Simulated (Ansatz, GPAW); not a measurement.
# Work function of a 7-layer slab of Ca(111) at several levels

Aim: the work function of both faces of a 7-layer slab of Ca(111), and its spread over functionals and bases.

Method: Ansatz plane waves; slab in vacuum with a dipole correction, relaxation, in the first sound run; inputs show where later runs differ, in GPAW 26.7.0 and Ansatz 0.2.0.

Report form: the programs' logs are mostly left out.

## (1) Starting point

The cell holds 7 atoms: 7 Ca. Its edges and angles: a = 3.946 Å, b = 3.946 Å, c = 33.330 Å, α = 90.0°, β = 90.0°, γ = 60.0°. Vacuum lies along c.

Structure file:

```cif
data_structure
_symmetry_space_group_name_H-M 'P 1'
_symmetry_Int_Tables_number 1
_cell_length_a 3.9457
_cell_length_b 3.9457
_cell_length_c 33.3297
_cell_angle_alpha 90.000
_cell_angle_beta 90.000
_cell_angle_gamma 60.000
_cell_volume 449.37
loop_
_atom_site_label
_atom_site_type_symbol
_atom_site_fract_x
_atom_site_fract_y
_atom_site_fract_z
_atom_site_occupancy
Ca1 Ca 0.00000 0.00000 0.21002 1
Ca2 Ca 0.33333 0.33333 0.30668 1
Ca3 Ca 0.66667 0.66667 0.40334 1
Ca4 Ca 0.00000 0.00000 0.50000 1
Ca5 Ca 0.33333 0.33333 0.59666 1
Ca6 Ca 0.66667 0.66667 0.69332 1
Ca7 Ca 0.00000 0.00000 0.78998 1
```

## (2) Relaxation

Forces are removed first; all later runs use this geometry. The lowest 3 atoms are held at bulk positions and keep their forces.

Input file input.yaml:

```yaml
crystal:
  lattice:
    - [3.945655839, 0.0, 0.0]
    - [1.9728279195, 3.4170381912, 0.0]
    - [0.0, 0.0, 33.3296870125]
  atoms:
    - { symbol: Ca, position: [0.0, 0.0, 0.2100229743] }
    - { symbol: Ca, position: [0.3333333333, 0.3333333333, 0.3066819829] }
    - { symbol: Ca, position: [0.6666666667, 0.6666666667, 0.4033409914] }
    - { symbol: Ca, position: [0.0, 0.0, 0.5] }
    - { symbol: Ca, position: [0.3333333333, 0.3333333333, 0.5966590086] }
    - { symbol: Ca, position: [0.6666666667, 0.6666666667, 0.6933180171] }
    - { symbol: Ca, position: [0.0, 0.0, 0.7899770257] }
kpoints:
  mp_grid: { grid: [9, 9, 1] }
hamiltonian:
  xc: pbe
scf:
  occupations: { method: fermi_dirac, width: 0.1 }
efield:
  axis: 3
  dipole_correction: true
  ramp_width: 0.05
relax:
  f_tol: 0.02
  max_steps: 60
  constraints: [{ sites: [0, 1, 2] }]
output:
  write_potential: true
  write_density: true
  volumetric_format: npy
```

The run is started by

```
$ ansatz run input.yaml --threads 4 --pin off --max-ram 8192MiB --backend cpu --events-out ev --progress --plain --runs-dir out
```

The job ended after 35 s (4 threads of Arm Neoverse N1, shared host; peak memory 0.83 GiB).

Step by step:

```
step  energy less that of the first step (eV)  largest force component (eV/Å)
   1                                   0.0000                          0.0998
   2                                  -0.0055                          0.0583
   3                                  -0.0083                          0.0111
```

The run keeps the 6 symmetry operations that it works with, so distortions that break them were not tested.

The atoms that moved most (Å):

```csv
atom,dx,dy,dz,length
Ca7,0.000,0.000,-0.245,0.245
Ca6,0.000,0.000,-0.120,0.120
Ca5,0.000,0.000,-0.081,0.081
Ca4,0.000,0.000,-0.041,0.041
```

The relaxed structure:

```cif
data_structure
_symmetry_space_group_name_H-M 'P 1'
_symmetry_Int_Tables_number 1
_cell_length_a 3.9457
_cell_length_b 3.9457
_cell_length_c 33.3297
_cell_angle_alpha 90.000
_cell_angle_beta 90.000
_cell_angle_gamma 60.000
_cell_volume 449.37
loop_
_atom_site_label
_atom_site_type_symbol
_atom_site_fract_x
_atom_site_fract_y
_atom_site_fract_z
_atom_site_occupancy
Ca1 Ca 0.00000 0.00000 0.21002 1
Ca2 Ca 0.33333 0.33333 0.30668 1
Ca3 Ca 0.66667 0.66667 0.40334 1
Ca4 Ca 0.00000 0.00000 0.49876 1
Ca5 Ca 0.33333 0.33333 0.59422 1
Ca6 Ca 0.66667 0.66667 0.68972 1
Ca7 Ca 0.00000 0.00000 0.78261 1
```

Numbers from this step:

```yaml
free_energy: -12717.3905 eV
smearing_term_ts: 0.3077 eV
symmetry_operations: 6
upper_work_function: 2.953 eV
lower_work_function: 2.995 eV
dipole_along_the_normal: 0.003144 e·Å
dipole_field: 0.001266 V/Å
vacuum_level_above: 5.293 eV
vacuum_level_below: 5.335 eV
```

Table of electrostatic potential energy of an electron (with the applied field's), less the Fermi level, planar mean by z:

```
z (Å)  electrostatic potential energy of an electron (with the applied field's), less the Fermi level, planar mean (eV)
    0                                                                                                              2.97
    1                                                                                                              3.00
    2                                                                                                              2.99
    3                                                                                                              2.98
    4                                                                                                              2.88
    5                                                                                                              2.28
    6                                                                                                            -0.795
    7                                                                                                             -9.51
    8                                                                                                           -0.0928
    9                                                                                                             0.976
   10                                                                                                             -8.45
   11                                                                                                             -2.00
   12                                                                                                              1.57
   13                                                                                                             -6.12
   14                                                                                                             -4.64
   15                                                                                                              1.62
   16                                                                                                             -3.76
   17                                                                                                             -6.90
   18                                                                                                              1.40
   19                                                                                                             -1.70
   20                                                                                                             -8.71
   21                                                                                                             0.849
   22                                                                                                            -0.215
   23                                                                                                             -9.31
   24                                                                                                           -0.0343
   25                                                                                                             0.329
   26                                                                                                             -9.27
   27                                                                                                             -1.38
   28                                                                                                              2.13
   29                                                                                                              2.82
   30                                                                                                              2.93
   31                                                                                                              2.95
   32                                                                                                              2.95
   33                                                                                                              2.96
```

The valence density, planar mean oscillates, so the rows of the table below give means over windows of 3.18 Å about each position, cut where the curve ends. Its maxima inside the range that stand out by 2 % of the span (Å: e/Å³): 7.0: 0.631, 10.2: 0.629, 13.5: 0.626, 16.6: 0.627, 19.8: 0.625, 23.0: 0.628, 26.1: 0.633. Its minima: 8.6: 0.0506, 11.9: 0.0507, 15.1: 0.0523, 18.2: 0.0520, 21.5: 0.0517, 24.6: 0.0546.

The valence density, planar mean by z; means over each step:

z (Å), valence density, planar mean (e/Å³) and a bar:
```
     1.59      0.000 
     4.77      0.024 ###
     7.95      0.232 #############################
    11.13      0.231 #############################
    14.31      0.233 #############################
    17.49      0.233 #############################
    20.67      0.233 #############################
    23.85      0.238 ##############################
    27.03      0.207 ##########################
    30.21      0.001
```

The relaxation lowered the energy of the cell by 0.00826 eV.

## (3) Plane waves, PBE

The work function is the vacuum plateau of the electrostatic potential less the Fermi level; a dipole layer lets the two faces have plateaus of their own.

This step: GPAW, PAW setups; slab in vacuum (GPAW 26.7.0).

Input file run.py:

```python
import json
import numpy as np
from ase import Atoms
from gpaw import GPAW, PW

slab = Atoms(
    ['Ca', 'Ca', 'Ca', 'Ca', 'Ca', 'Ca', 'Ca'],
    positions=[
        [0.00000, 0.00000, 7.00000],
        [1.97283, 1.13901, 10.22161],
        [3.94566, 2.27803, 13.44323],
        [-0.00000, -0.00000, 16.62347],
        [1.97283, 1.13901, 19.80506],
        [3.94566, 2.27803, 22.98814],
        [-0.00000, -0.00000, 26.08423]],
    cell=[[3.94566, 0.0, 0.0], [1.97283, 3.41704, 0.0], [0.0, 0.0, 33.32969]],
    pbc=[True, True, False])

slab.calc = GPAW(mode=PW(400), xc='PBE', kpts={'size': (9, 9, 1), 'gamma': True},
                 occupations={'name': 'fermi-dirac', 'width': 0.1}, nbands='160%',
                 convergence={'density': 1e-05}, maxiter=200,
                 poissonsolver={'dipolelayer': 'xy'},
                 symmetry={'tolerance': 1e-3}, txt='slab.txt')
result = {}
energy = slab.get_potential_energy()
fermi = slab.calc.get_fermi_level()
v = slab.calc.get_electrostatic_potential().mean((0, 1)) - fermi
n = slab.calc.get_pseudo_density().mean((0, 1))
L = slab.cell[2, 2]
z = np.arange(len(v)) * L / len(v)
low, high = slab.positions[:, 2].min(), slab.positions[:, 2].max()
below, above = np.interp([low - 4.8, high + 4.8], z, v)
slopes = [np.interp(x, z, np.gradient(v, z)) for x in (low - 4.8, high + 4.8)]
eps = np.array([[slab.calc.get_eigenvalues(k, s) for k in range(len(slab.calc.get_ibz_k_points()))]
                for s in range(slab.calc.get_number_of_spins())]) - fermi
top, bottom = eps[eps < 0].max(), eps[eps > 0].min()
dipole = slab.get_dipole_moment()[2]
print(f'energy {energy:.4f} eV, Fermi level {fermi:.4f} eV, dipole {dipole:.5f} e A')
print(f'potential 4.8 A off the faces, from the Fermi level: lower {below:.4f} eV, upper {above:.4f} eV')
print(f'slope of the potential there: lower {slopes[0]:.5f}, upper {slopes[1]:.5f} eV/A')
print(f'nearest levels on the mesh: {top:.4f} and {bottom:.4f} eV')
print('magnetic moment', round(slab.get_magnetic_moment(), 3))
result.update(energy=energy, fermi=fermi, dipole=dipole, below=below, above=above, slopes=slopes, edges=[top, bottom],
              z=z.tolist(), v=v.tolist(), n=n.tolist(), positions=slab.positions.tolist(),
              forces=slab.get_forces(apply_constraint=False).tolist(), moments=slab.get_magnetic_moments().tolist())
json.dump(result, open('result.json', 'w'))
```

The run is started by

```
$ OMP_NUM_THREADS=1 OPENBLAS_NUM_THREADS=1 python run.py
```

The job ended after 7.9 min (1 thread; peak memory 0.34 GiB).

Numbers from this step:

| Property | Result |
| --- | --- |
| dipole along the normal | 0.003325 e·Å |
| levels nearest the Fermi level on the mesh | -0.01588, 0.006713 eV from the Fermi level |
| upper work function | 2.955 eV |
| lower work function | 2.999 eV |

Table of electrostatic potential energy of an electron (without an applied field's), less the Fermi level, planar mean by z:

```csv
z (Å),"electrostatic potential energy of an electron (without an applied field's), less the Fermi level, planar mean (eV)"
0,2.98
1,3.00
2,3.00
3,2.99
4,2.89
5,2.29
6,-0.762
7,-11.9
8,-0.0981
9,0.977
10,-10.1
11,-1.85
12,1.56
13,-6.36
14,-4.55
15,1.63
16,-3.60
17,-7.49
18,1.41
19,-1.62
20,-10.4
21,0.851
22,-0.174
23,-11.7
24,-0.0766
25,0.346
26,-11.5
27,-1.31
28,2.13
29,2.83
30,2.94
31,2.96
32,2.96
33,2.96
```

The pseudo valence density, planar mean oscillates, so the rows of the table below give means over windows of 3.12 Å about each position, cut where the curve ends. Its maxima inside the range that stand out by 2 % of the span (Å: e/Å³): 7.1: 0.683, 10.2: 0.699, 13.5: 0.671, 16.7: 0.694, 19.8: 0.699, 22.9: 0.684, 26.0: 0.698. Its minima: 8.5: 0.0507, 11.9: 0.0507, 15.0: 0.0522, 18.1: 0.0522, 21.5: 0.0516, 24.6: 0.0546.

The pseudo valence density, planar mean by z; means over each step:

z (Å), pseudo valence density, planar mean (e/Å³) and a bar:
```
     1.56      0.000 
     4.68      0.018 ##
     7.80      0.235 ##############################
    10.92      0.235 ##############################
    14.04      0.236 ##############################
    17.16      0.236 ##############################
    20.28      0.236 ##############################
    23.40      0.238 ##############################
    26.52      0.228 #############################
    29.64      0.002 
    32.76      0.000
```

Force by atom:

```
atom  x (eV/Å)  y (eV/Å)  z (eV/Å)    size
 Ca1    0.0000    0.0000    0.0938  0.0938
 Ca2    0.0000    0.0000   -0.0607  0.0607
 Ca3    0.0000    0.0000   -0.0404  0.0404
 Ca4    0.0000    0.0000    0.0012  0.0012
 Ca5    0.0000    0.0000    0.0043  0.0043
 Ca6    0.0000    0.0000   -0.0129  0.0129
 Ca7    0.0000    0.0000    0.0157  0.0157
```

The potential is flat to 0.007 eV/Å where it is read, so the vacuum is wide enough. The geometry is the other program's minimum; here the largest force on a free atom is 0.016 eV/Å.

## (4) Self-consistent run: xc = "revPBE"

The same geometry under revPBE, to see how far the functional moves the levels against the vacuum.

run.py: that of step 3 with these lines changed.

```diff
@@ -18,3 +18,3 @@
 
-slab.calc = GPAW(mode=PW(400), xc='PBE', kpts={'size': (9, 9, 1), 'gamma': True},
+slab.calc = GPAW(mode=PW(400), xc='revPBE', kpts={'size': (9, 9, 1), 'gamma': True},
                  occupations={'name': 'fermi-dirac', 'width': 0.1}, nbands='160%',
```

Wall time 8.3 min (1 thread); peak memory 0.34 GiB.

This step gave:

```yaml
dipole_along_the_normal: 0.003422 e·Å
levels_nearest_the_fermi_level_on_the_mesh: -0.004228, 0.03126 eV from the Fermi level
upper_work_function: 2.893 eV
lower_work_function: 2.938 eV
```

The electrostatic potential energy of an electron (without an applied field's), less the Fermi level, planar mean by z:

z (Å), electrostatic potential energy of an electron (without an applied field's), less the Fermi level, planar mean (eV) and a bar from the least value:
```
        0        2.9 ##############################
        1        2.9 ##############################
        2        2.9 ##############################
        3        2.9 ##############################
        4        2.8 ##############################
        5        2.2 #############################
        6       -0.8 ######################
        7      -12.0 
        8       -0.2 ########################
        9        0.9 ##########################
       10      -10.1 ####
       11       -1.9 ####################
       12        1.5 ###########################
       13       -6.4 ###########
       14       -4.6 ###############
       15        1.6 ###########################
       16       -3.7 #################
       17       -7.6 #########
       18        1.3 ###########################
       19       -1.7 #####################
       20      -10.5 ###
       21        0.8 ##########################
       22       -0.3 ########################
       23      -11.8 
       24       -0.2 ########################
       25        0.3 #########################
       26      -11.6 #
       27       -1.4 #####################
       28        2.1 ############################
       29        2.8 ##############################
       30        2.9 ##############################
       31        2.9 ##############################
       32        2.9 ##############################
       33        2.9 ##############################
```

The pseudo valence density, planar mean oscillates, so the rows of the table below give means over windows of 3.12 Å about each position, cut where the curve ends. Its maxima inside the range that stand out by 2 % of the span (Å: e/Å³): 7.1: 0.683, 10.2: 0.699, 13.5: 0.671, 16.7: 0.694, 19.8: 0.699, 22.9: 0.684, 26.0: 0.698. Its minima: 8.5: 0.0510, 11.9: 0.0511, 15.0: 0.0526, 18.1: 0.0526, 21.5: 0.0520, 24.6: 0.0549.

Table of pseudo valence density, planar mean by z; means over each step:

z (Å), pseudo valence density, planar mean (e/Å³) and a bar:
```
     1.56      0.000 
     4.68      0.018 ##
     7.80      0.235 ##############################
    10.92      0.235 ##############################
    14.04      0.236 ##############################
    17.16      0.236 ##############################
    20.28      0.236 ##############################
    23.40      0.238 ##############################
    26.52      0.228 #############################
    29.64      0.002 
    32.76      0.000
```

Force by atom:

```csv
atom,x (eV/Å),y (eV/Å),z (eV/Å),size
Ca1,0.0000,0.0000,0.0374,0.0374
Ca2,0.0000,0.0000,-0.0616,0.0616
Ca3,0.0000,0.0000,-0.0432,0.0432
Ca4,0.0000,0.0000,0.0013,0.0013
Ca5,0.0000,0.0000,0.0049,0.0049
Ca6,0.0000,0.0000,-0.0179,0.0179
Ca7,0.0000,0.0000,0.0786,0.0786
```

The upper face's work function is 2.893 eV, against 2.955 eV in the first plane-wave PBE run at this geometry.

## (5) OptPBE vdW: xc = "optPBE-vdW"

The same geometry under optPBE-vdW, to see how far the functional moves the levels against the vacuum (the van der Waals functionals take revPBE setups).

run.py: that of step 4 with these lines changed.

```diff
@@ -18,3 +18,3 @@
 
-slab.calc = GPAW(mode=PW(400), xc='revPBE', kpts={'size': (9, 9, 1), 'gamma': True},
+slab.calc = GPAW(mode=PW(400), xc='optPBE-vdW', kpts={'size': (9, 9, 1), 'gamma': True},
                  occupations={'name': 'fermi-dirac', 'width': 0.1}, nbands='160%',
```

Wall time 10 min (1 thread); peak memory 0.66 GiB.

This step gave:

- dipole along the normal: 0.002975 e·Å
- levels nearest the Fermi level on the mesh: -0.01771, 0.01236 eV from the Fermi level
- upper work function: 3.086 eV
- lower work function: 3.125 eV

Table of electrostatic potential energy of an electron (without an applied field's), less the Fermi level, planar mean by z:

z (Å), electrostatic potential energy of an electron (without an applied field's), less the Fermi level, planar mean (eV) and a bar from the least value:
```
        0        3.1 ##############################
        1        3.1 ##############################
        2        3.1 ##############################
        3        3.1 ##############################
        4        3.0 ##############################
        5        2.3 ############################
        6       -0.7 ######################
        7      -11.8 
        8       -0.1 ########################
        9        1.0 ##########################
       10      -10.0 ####
       11       -1.8 ####################
       12        1.6 ###########################
       13       -6.3 ###########
       14       -4.5 ###############
       15        1.7 ###########################
       16       -3.6 #################
       17       -7.4 #########
       18        1.4 ###########################
       19       -1.6 #####################
       20      -10.3 ###
       21        0.9 #########################
       22       -0.1 #######################
       23      -11.6 
       24       -0.1 ########################
       25        0.4 ########################
       26      -11.5 #
       27       -1.3 #####################
       28        2.2 ############################
       29        2.9 ##############################
       30        3.1 ##############################
       31        3.1 ##############################
       32        3.1 ##############################
       33        3.1 ##############################
```

The upper face's work function is 3.086 eV, against 2.955 eV in the first plane-wave PBE run at this geometry.

(Continued in part 2 of 2.)

[Logs are printed without paths, hosts, clocks, repeated set-up lines and the standing remarks that a program may print on its own settings, such as how far it seeks lower states.]

[Hosts, paths, dates, database ids (printed as entryN), source tags and the programs' standing remarks are cut or masked in the printed files.]
